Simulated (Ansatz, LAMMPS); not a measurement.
**Glassy CaAl2Si6O16 (125 atoms), the frame at 136 fs of a trajectory (instantaneous temperature 309 K)**

The starting structure: 125 atoms (10 Al, 5 Ca, 80 O, 30 Si) placed at random at 2.61 g/cm³, melted at 4500 K for 20 ps at fixed volume with the Morse and Coulomb pair potential with partial charges (Pedone, Malavasi, Menziani, Cormack and Segre, J. Phys. Chem. B 110, 11780 (2006)). Quenched from 4500 K to 300 K at 10 K/ps and fixed volume, held 20 ps at zero pressure.

This is the frame at 136 fs of a trajectory (instantaneous temperature 309 K). Method: Kohn-Sham DFT, PBE, PAW (set soft_2), plane waves (Ansatz 0.2.0); cutoff 420 eV, Γ point, fixed occupations; density 2.67 g/cm³.

Cell vectors (Å):

```
11.726 0.000 0.000
0.000 11.726 0.000
0.000 0.000 11.726
```

Positions in Å, forces in eV/Å:

```tsv
atom	x	y	z	fx	fy	fz
Al1	8.891	1.430	1.581	1.481	0.018	-1.782
Al2	11.698	10.826	11.061	0.633	-0.629	1.627
Al3	11.549	3.772	8.989	0.010	-1.390	-0.452
Al4	7.271	1.133	8.339	-0.006	-0.411	-0.194
Al5	5.712	8.920	6.447	0.320	-0.345	0.492
Al6	4.436	2.773	5.929	-0.425	-0.419	0.202
Al7	5.522	8.853	2.287	-0.342	-0.514	-0.835
Al8	1.492	11.282	4.999	0.590	-0.157	-0.190
Al9	7.351	6.330	3.074	0.628	1.817	0.724
Al10	3.501	11.586	2.598	0.823	-0.885	-1.156
Ca11	0.283	0.545	8.382	-0.085	0.437	0.016
Ca12	10.197	7.888	1.047	-0.229	-0.377	0.149
Ca13	7.998	8.988	4.068	0.369	-0.478	0.048
Ca14	8.256	3.876	10.373	0.616	-0.611	0.299
Ca15	11.091	11.051	2.267	0.261	0.439	-0.128
O16	4.920	0.788	2.072	-1.837	-1.151	-0.496
O17	8.053	9.239	11.410	-0.265	0.588	0.281
O18	3.558	9.182	10.304	-0.310	0.017	-1.197
O19	4.740	4.204	0.796	-0.441	-0.438	-1.195
O20	4.208	9.089	5.563	-0.944	-0.359	-0.738
O21	1.627	11.396	10.518	-1.645	0.050	-0.589
O22	10.808	10.513	9.621	-0.051	0.538	-0.977
O23	10.330	3.537	4.841	-1.091	0.228	0.618
O24	5.890	0.627	9.230	0.371	-0.584	-0.470
O25	4.407	6.577	10.626	0.589	1.198	-0.661
O26	2.613	0.647	3.923	-0.389	0.518	0.311
O27	11.110	2.291	9.890	0.561	-0.223	-2.107
O28	4.769	8.452	0.754	-0.429	-0.219	0.298
O29	2.553	1.678	8.403	-0.046	1.532	0.972
O30	10.373	1.188	6.254	0.498	0.256	-0.131
O31	6.083	7.674	3.437	0.373	-0.134	-0.402
O32	0.608	6.513	2.063	0.514	0.550	-1.135
O33	7.070	7.735	6.489	-1.451	1.558	0.054
O34	6.978	7.298	9.835	-2.350	-1.160	-1.061
O35	8.755	11.326	4.908	0.723	0.032	-1.004
O36	8.856	11.398	1.195	0.757	-0.048	0.836
O37	7.416	1.941	2.090	-1.569	0.305	0.493
O38	0.646	2.214	4.174	1.437	-0.543	-0.209
O39	10.262	10.570	7.103	-0.051	0.296	0.674
O40	7.848	5.902	4.744	-0.408	-0.176	-0.025
O41	7.658	5.317	7.412	-0.531	-0.385	0.507
O42	2.044	8.805	8.120	-0.209	-0.527	-0.601
O43	8.642	7.321	2.354	-0.409	-0.234	0.443
O44	0.435	7.715	6.242	0.323	0.165	0.051
O45	7.225	0.850	6.663	-0.080	0.137	0.003
O46	2.305	7.344	0.010	-1.293	-0.315	1.197
O47	2.008	4.750	0.552	-0.067	1.399	-0.439
O48	11.576	4.220	2.839	-0.397	0.864	-0.973
O49	11.505	11.228	4.618	-0.206	0.094	0.269
O50	9.404	7.255	10.486	1.235	0.026	-1.016
O51	2.319	6.241	7.646	-0.560	0.205	0.034
O52	4.250	9.965	3.037	0.334	-0.368	-0.123
O53	5.036	6.053	8.140	-0.319	-0.691	-0.428
O54	10.111	8.861	4.784	0.640	-0.293	0.132
O55	6.343	0.790	4.224	0.373	-0.459	0.185
O56	8.521	9.313	8.774	0.101	-0.289	0.808
O57	4.926	8.817	8.030	-1.127	0.412	0.654
O58	2.524	2.079	11.599	-0.039	-0.650	-0.940
O59	1.766	0.044	6.720	0.032	-0.413	-1.805
O60	2.283	11.495	1.299	0.744	0.279	0.530
O61	1.981	9.869	4.063	0.694	-0.287	1.291
O62	11.347	9.701	0.618	0.255	-0.302	-0.041
O63	0.088	7.183	8.844	-1.038	-0.958	0.608
O64	9.620	6.829	6.457	-0.655	-0.192	0.444
O65	1.489	3.913	9.402	0.150	0.543	-0.565
O66	9.325	2.359	0.051	1.142	0.370	0.420
O67	6.259	4.953	10.348	-0.179	-2.417	0.757
O68	3.588	11.010	8.359	-0.020	-0.749	0.540
O69	7.301	2.895	8.607	-0.389	1.264	-0.861
O70	0.248	2.964	0.567	1.005	1.354	1.177
O71	4.164	5.194	3.142	-0.180	0.850	-0.313
O72	10.321	1.687	2.622	0.191	1.539	1.528
O73	4.122	0.334	11.062	1.178	-0.598	-0.150
O74	8.737	0.347	8.880	1.033	-1.213	0.211
O75	6.718	5.060	2.098	0.799	0.393	0.067
O76	6.629	10.210	5.654	-0.080	0.146	-0.468
O77	3.501	3.916	7.430	0.253	0.520	-0.366
O78	8.672	3.119	6.618	-1.278	0.412	-0.311
O79	6.951	9.848	2.050	0.129	0.460	-0.341
O80	2.504	2.870	2.256	-0.475	-0.680	1.846
O81	11.157	0.561	0.186	0.745	-1.150	0.043
O82	1.809	5.367	4.205	-2.855	-0.058	-0.580
O83	5.367	3.063	3.295	0.657	-0.972	-0.897
O84	11.093	6.433	4.334	-0.987	0.087	0.274
O85	3.985	3.598	9.934	-0.472	0.214	-0.564
O86	6.605	11.581	11.720	0.685	-0.858	0.056
O87	4.386	1.118	6.558	-0.660	0.419	-0.312
O88	10.447	4.885	9.707	-0.561	1.918	0.119
O89	5.966	3.475	6.170	1.546	0.946	1.182
O90	3.121	7.532	3.567	0.072	1.582	0.105
O91	11.262	3.285	7.346	0.331	0.489	0.450
O92	3.938	6.012	5.624	0.353	-0.645	1.291
O93	3.064	3.059	4.893	0.941	0.128	0.771
O94	5.948	2.414	11.074	0.915	-1.587	0.490
O95	11.647	6.488	11.402	0.480	-0.448	0.610
Si96	11.003	2.068	11.452	-3.705	-0.469	0.565
Si97	3.732	7.959	11.352	2.390	-0.530	-0.559
Si98	7.286	3.749	7.124	-0.755	-1.231	0.229
Si99	2.835	3.273	8.858	0.087	-0.905	-0.416
Si100	0.329	5.649	3.428	3.002	-0.901	-0.601
Si101	6.042	1.575	2.830	0.560	2.095	1.276
Si102	7.949	6.457	6.262	2.365	-0.165	-1.565
Si103	1.177	7.442	7.613	1.817	1.081	2.598
Si104	10.151	2.832	6.278	1.391	-1.329	0.245
Si105	3.753	5.596	7.206	-0.280	0.774	-0.490
Si106	5.696	6.276	9.626	-1.808	2.251	0.480
Si107	5.657	0.731	10.786	-0.810	1.356	0.013
Si108	10.250	11.373	5.636	-1.730	0.149	0.971
Si109	8.126	8.323	10.045	2.603	1.653	0.447
Si110	5.296	4.416	2.325	-0.466	-1.365	0.481
Si111	3.496	9.423	8.643	1.622	-1.477	0.454
Si112	7.599	10.505	0.716	-0.366	-0.167	-0.376
Si113	2.624	0.409	11.561	-0.562	0.248	0.182
Si114	5.142	3.787	10.998	0.557	0.664	1.302
Si115	3.423	9.037	4.177	-1.248	0.618	-0.040
Si116	1.858	3.169	0.812	-1.260	0.126	0.101
Si117	11.030	2.916	3.583	0.219	-2.615	-2.036
Si118	10.734	7.527	5.463	-2.382	1.170	-0.048
Si119	7.177	11.708	5.348	-0.212	-0.305	1.227
Si120	3.205	0.492	7.434	-0.065	0.886	-0.408
Si121	3.240	6.041	4.130	1.645	-0.587	0.464
Si122	9.509	10.656	8.651	-0.718	-0.271	-1.011
Si123	2.252	2.304	3.783	-0.890	-0.046	-0.269
Si124	1.297	6.215	0.571	0.008	0.248	0.398
Si125	10.842	6.475	10.008	-0.468	0.443	-1.572
```

The quench rate of 10 K/ps is many orders above laboratory rates, so the cell is likely richer in defects and strain than a real sample. The network of bonds at the start is that of the classical potential that made the cell. Only the Γ point is sampled, in a cell whose shortest periodic width is 12 Å.

The r.m.s. force component is 0.901 eV/Å; the longest force, 3.78 eV/Å, acts on Si96. The energy lies 30.8 meV/atom below that of the first step of this run.

[Logs are printed without paths, hosts, clocks, repeated set-up lines and the standing remarks that a program may print on its own settings, such as how far it seeks lower states.]

[Hosts, paths, dates, database ids (printed as entryN), source tags and the programs' standing remarks are cut or masked in the printed files.]
